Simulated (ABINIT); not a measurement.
# Quasiparticle gap of CO2 (Cmce) in ABINIT

Aim: the G0W0 gap of CO2 (Cmce) on PBEsol, step by step.

Program: ABINIT 10.8.3. Level of theory: PBEsol and many-body steps on it, plane waves. Results are calculated unless marked as measured.

### Step 1. The structure

Symmetry: Cmce, No. 64, orthorhombic system. The conventional cell has a = 5.272 Å, b = 4.775 Å, c = 6.587 Å, α = 90.00°, β = 90.00°, γ = 90.00°. Nearest to C lie 2 O at 1.17 Å. Nearest to O lie 1 C at 1.17 Å. Farther neighbours and most contacts between anions are not listed.

The cell and positions are those that the Materials Project relaxed with its own functionals (PBE, PBE+U or r2SCAN), kept fixed.

### Step 2. Ground state

This step: ABINIT 10.8.3; DFT, PBEsol, plane waves, norm-conserving pseudopotentials.

The ground-state density comes first.

Input file run.abi:

```
acell 3*1.0 Angstrom
rprim 
  2.635911230000 -2.387378120000 0.000000000000
  2.635911230000 2.387378120000 0.000000000000
  0.000000000000 0.000000000000 6.587174910000
ntypat 2
znucl 6 8
natom 6
typat 1 1 2 2 2 2
xred 
  0.000000000000 0.000000000000 0.000000000000
  0.500000000000 0.500000000000 0.500000000000
  0.806508570000 0.193491430000 0.891843390000
  0.193491430000 0.806508570000 0.108156610000
  0.693491430000 0.306508570000 0.391843390000
  0.306508570000 0.693491430000 0.608156610000
pp_dirpath "pseudos"
pseudos "C.upf, O.upf"
ecut 37
ngkpt 6 6 4
nshiftk 1
shiftk 0 0 0
kptopt 1
chksymbreak 0
nband 23
occopt 1
tolvrs 1e-10
nstep 60
prtwf 0
optforces 0
optstress 0
indata_prefix "in"
outdata_prefix "out"
tmpdata_prefix "tmp"
```

On the command line:

```
> OMP_NUM_THREADS=1 mpirun -n 8 abinit run.abi > log
```

Numbers of over 12 decimals in the logs are rounded to 6 here.

The log of the run:

```text
.Version 10.8.3 of ABINIT. v10.8.2 released Aug 2026.

 Symmetries : space group Cm c a (# 64); Bravais oC (1-face-center ortho.)
================================================================================
 Values of the parameters that define the memory need of the present run
     intxc =       0    ionmov =       0      iscf =       7    lmnmax =       5
     lnmax =       5     mgfft =      72  mpssoang =       3    mqgrid =    3409
     natom =       6  nloc_mem =       1    nspden =       1   nspinor =       1
    nsppol =       1      nsym =       8    n1xccc =    2501    ntypat =       2
    occopt =       1   xclevel =       2
-    mband =          23        mffmem =           1         mkmem =           5
       mpw =        6042          nfft =      115200          nkpt =          39
================================================================================
  Rough estimation (10% accuracy) of disk space for files :
================================================================================

--------------------------------------------------------------------------------
------------- Echo of variables that govern the present computation ------------
--------------------------------------------------------------------------------
 -outvars: echo values of preprocessed input variables --------
            acell      1.8897261259E+00  1.8897261259E+00  1.8897261259E+00 Bohr

      chksymbreak           0
             ecut      3.70000000E+01 Hartree
-          fftalg         312

              ixc     -116133
              kpt      0.00000000E+00  0.00000000E+00  0.00000000E+00
                       1.66666667E-01  0.00000000E+00  0.00000000E+00
                       3.33333333E-01  0.00000000E+00  0.00000000E+00
                       5.00000000E-01  0.00000000E+00  0.00000000E+00
                       1.66666667E-01  1.66666667E-01  0.00000000E+00
                       3.33333333E-01  1.66666667E-01  0.00000000E+00
                       5.00000000E-01  1.66666667E-01  0.00000000E+00
                      -3.33333333E-01  1.66666667E-01  0.00000000E+00
                      -1.66666667E-01  1.66666667E-01  0.00000000E+00
   [... 28 further rows ...]
                      -3.33333333E-01  3.33333333E-01  5.00000000E-01
                       5.00000000E-01  5.00000000E-01  5.00000000E-01
         kptrlatt        6    0    0      0    6    0      0    0    4
          kptrlen      4.03231283E+01
P           mkmem           5
            natom           6
            nband          23
            ngfft          40      40      72
             nkpt          39
            nstep          60
             nsym           8
           ntypat           2
              occ      2.000000  2.000000  2.000000  2.000000  2.000000  2.000000
                       2.000000  2.000000  2.000000  2.000000  2.000000  2.000000
                       2.000000  2.000000  2.000000  2.000000  0.000000  0.000000
                       0.000000  0.000000  0.000000  0.000000  0.000000
        optforces           0
        optstress           0
            prtwf           0
            rprim      2.6359112300E+00 -2.3873781200E+00  0.0000000000E+00
[...]
spgroup          64

           tolvrs      1.00000000E-10

             xred      0.0000000000E+00  0.0000000000E+00  0.0000000000E+00
[...]
znucl        6.00000    8.00000

================================================================================

 chkinp: Checking input parameters for consistency.

================================================================================
== DATASET  1 ==================================================================
-   mpi_nproc: 8, omp_nthreads: 1 (-1 if OMP is not activated)

--- !DatasetInfo
iteration_state: {dtset: 1, }
dimensions: {natom: 6, nkpt: 39, mband: 23, nsppol: 1, nspinor: 1, nspden: 1, mpw: 6042, }
cutoff_energies: {ecut:  37.0, pawecutdg:  -1.0, }
electrons: {nelect:   3.20000000E+01, charge:   0.00000000E+00, occopt:   1.00000000E+00, tsmear:   1.00000000E-02, }

 Real(R)+Recip(G) space primitive vectors, cartesian coordinates (Bohr,Bohr^-1):
 R(1)=  4.9811503 -4.5114908  0.0000000  G(1)=  0.1003784 -0.1108281  0.0000000
 R(2)=  4.9811503  4.5114908  0.0000000  G(2)=  0.1003784  0.1108281  0.0000000
 R(3)=  0.0000000  0.0000000 12.4479565  G(3)=  0.0000000  0.0000000  0.0803345
 Unit cell volume ucvol=  5.5947126E+02 bohr^3
 Angles (23,13,12)=  9.00000000E+01  9.00000000E+01  8.43350681E+01 degrees

 getcut: wavevector=  0.0000  0.0000  0.0000  ngfft=  40  40  72
         ecut(hartree)=     37.000   => boxcut(ratio)=   2.11236

--- Pseudopotential description ------------------------------------------------
- C Generated using ONCVPSP code by D. R. Hamann
-  6.00000   4.00000  180301                  znucl, zion, pspdat
12 -116133 1 -1 1248                          pspcod,pspxc,lmax,lloc,mmax
     nproj     2     2     0
  pspatm : epsatm=    4.34909242
         --- l  ekb(1:nproj) -->
[...]
pspatm: atomic psp has been read  and splines computed

- O Generated using ONCVPSP code by D. R. Hamann
-  8.00000   6.00000  180301                  znucl, zion, pspdat
12 -116133 2 -1 936                           pspcod,pspxc,lmax,lloc,mmax
     nproj     2     2     1
  pspatm : epsatm=    6.22910120
         --- l  ekb(1:nproj) -->
[...]
2   -1.335834
 pspatm: atomic psp has been read  and splines computed

   1.07566687E+03                                ecore*ucvol(ha*bohr**3)
--------------------------------------------------------------------------------

_setup2: Arith. and geom. avg. npw (full set) are    6015.021    6015.012

================================================================================

--- !BeginCycle
iteration_state: {dtset: 1, }
solver: {iscf: 7, nstep: 60, nline: 4, wfoptalg: 0, }
tolerances: {tolvrs: 1.00E-10, }

     iter   Etot(hartree)      deltaE(h)  residm     vres2
 ETOT  1  -77.677785775154    -7.768E+01 1.414E-01 4.287E+02
 ETOT  2  -77.688402004025    -1.062E-02 4.780E-02 5.651E+02
 ETOT  3  -77.905679354916    -2.173E-01 4.195E-03 1.181E+01
 ETOT  4  -77.908991281055    -3.312E-03 1.125E-03 2.526E-01
 ETOT  5  -77.909059777045    -6.850E-05 4.026E-04 2.351E-03
 ETOT  6  -77.909059914994    -1.379E-07 2.933E-04 2.924E-04
 ETOT  7  -77.909059944860    -2.987E-08 1.115E-04 1.381E-05
 ETOT  8  -77.909059945691    -8.308E-10 2.476E-04 2.128E-07
 ETOT  9  -77.909059945706    -1.519E-11 6.910E-05 1.168E-08
 ETOT 10  -77.909059945709    -2.203E-12 1.436E-04 1.206E-09
 ETOT 11  -77.909059945707     1.222E-12 3.551E-05 2.505E-11

 At SCF step   11       vres2   =  2.51E-11 < tolvrs=  1.00E-10 =>converged.

--- !ResultsGS
iteration_state: {dtset: 1, }
comment   : Summary of ground state results
lattice_vectors:
- [  4.9811503,  -4.5114908,   0.0000000, ]
- [  4.9811503,   4.5114908,   0.0000000, ]
- [  0.0000000,   0.0000000,  12.4479565, ]
lattice_lengths: [   6.72052,    6.72052,   12.44796, ]
lattice_angles: [ 90.000,  90.000,  84.335, ] # degrees, (23, 13, 12)
lattice_volume:   5.5947126E+02
convergence: {deltae:  1.222E-12, res2:  2.505E-11, residm:  3.551E-05, diffor:  0.000E+00, }
etotal    :  -7.79090599E+01
entropy   :   0.00000000E+00
fermie    :  -1.14492192E-01
cartesian_stress_tensor: null
pressure_GPa: null
xred      :
- [  0.0000E+00,   0.0000E+00,   0.0000E+00,  C]
- [  5.0000E-01,   5.0000E-01,   5.0000E-01,  C]
- [  8.0651E-01,   1.9349E-01,   8.9184E-01,  O]
- [  1.9349E-01,   8.0651E-01,   1.0816E-01,  O]
- [  6.9349E-01,   3.0651E-01,   3.9184E-01,  O]
- [  3.0651E-01,   6.9349E-01,   6.0816E-01,  O]
cartesian_forces: null
force_length_stats: {min: null, max: null, mean: null, }

 Integrated electronic density in atomic spheres:
 ------------------------------------------------
 Atom  Sphere_radius  Integrated_density
[...]
================================================================================

 ----iterations are completed or convergence reached----

 Mean square residual over all n,k,spin=   11.192E-08; max=  35.508E-06
 reduced coordinates (array xred) for    6 atoms
[...]
0.500000000000      0.500000000000      0.500000000000
       0.806508570000      0.193491430000      0.891843390000
       0.193491430000      0.806508570000      0.108156610000
       0.693491430000      0.306508570000      0.391843390000
       0.306508570000      0.693491430000      0.608156610000
 rms dE/dt=  0.0000E+00; max dE/dt=  0.0000E+00; dE/dt below (all hartree)
    1       0.000000000000      0.000000000000      0.000000000000
    2       0.000000000000      0.000000000000      0.000000000000
    3       0.000000000000      0.000000000000      0.000000000000
    4       0.000000000000      0.000000000000      0.000000000000
    5       0.000000000000      0.000000000000      0.000000000000
    6       0.000000000000      0.000000000000      0.000000000000

 cartesian coordinates (angstrom) at end:
    1      0.000000     0.000000     0.000000
    2      2.635911    -0.000000     3.293587
    3      2.635911    -1.463504     5.874728
    4      2.635911     1.463504     0.712447
    5      2.635911    -0.923874     2.581141
    6      2.635911     0.923874     4.006034
 length scales=  1.889726125908  1.889726125908  1.889726125908 bohr
              =  1.000000000000  1.000000000000  1.000000000000 angstroms
 prteigrs : about to open file out_EIG
 Fermi (or HOMO) energy (hartree) =  -0.11449   Average Vxc (hartree)=  -0.30787
 Eigenvalues (hartree) for nkpt=  39  k points:
 kpt#   1, nband= 23, wtk=  0.00694, kpt=  0.0000  0.0000  0.0000 (reduced coord)
  -0.87616   -0.86985   -0.83270   -0.82967   -0.30869   -0.30578   -0.30115   -0.26616
  -0.24628   -0.24493   -0.24452   -0.24280   -0.15021   -0.14851   -0.13704   -0.13510
   0.12738    0.14672    0.16673    0.17176    0.20456    0.23428    0.36252
 prteigrs : prtvol=0 or 1, do not print more k-points.

--- !EnergyTerms
iteration_state     : {dtset: 1, }
comment             : Components of total free energy in Hartree
kinetic             :  5.19425415049811E+01
hartree             :  2.79582185127639E+01
xc                  : -2.04826653171388E+01
Ewald energy        : -4.19377371862903E+01
psp_core            :  1.92264901230890E+00
local_psp           : -8.65371436158599E+01
non_local_psp       : -1.07749228564723E+01
total_energy        : -7.79090599457074E+01
total_energy_eV     : -2.12001352224393E+03
band_energy         : -1.23470076525115E+01

== END DATASET(S) ==============================================================
================================================================================

 -outvars: echo values of variables after computation  --------
           etotal     -7.7909059946E+01
            nband          23
             nkpt          39
          spgroup          64
 [... the other variables as echoed above ...]

 Calculation completed.
```

Run time: 24 s. Hardware: 8 MPI ranks of Arm Neoverse V2, shared host; peak memory 0.73 GiB.

This step gave:

```
total energy               : -2120.0135 eV
gap                        : 6.582 eV
k of the valence top       : 0.5, 0.5, 0
k of the conduction bottom : 0, 0, 0
least direct gap           : 7.142 eV
```

The gap is indirect, with the least direct gap 0.56 eV higher.

(Continued in part 2 of 3.)

[Paths, hosts, dates, memory and timing lines, banners, echoed tables and standing remarks are left out of the program output.]

[Logs are printed without paths, hosts, clocks, repeated set-up lines and the standing remarks that a program may print on its own settings, such as how far it seeks lower states.]

[Runs of the session that timed out or met a known fault of the program may be left out.]

[Hosts, paths, dates, database ids (printed as entryN), source tags and the programs' standing remarks are cut or masked in the printed files.]

[G0W0 gaps are taken among the corrected bands and points alone; a level outside them can change the order at an edge.]

[Where Ansatz stands beside ABINIT at settings called matched, ABINIT's density can come from a denser mesh and the files from another edition; pairs whose starting gaps differed by over 0.03 eV were left out, so agreement reads better than it is.]
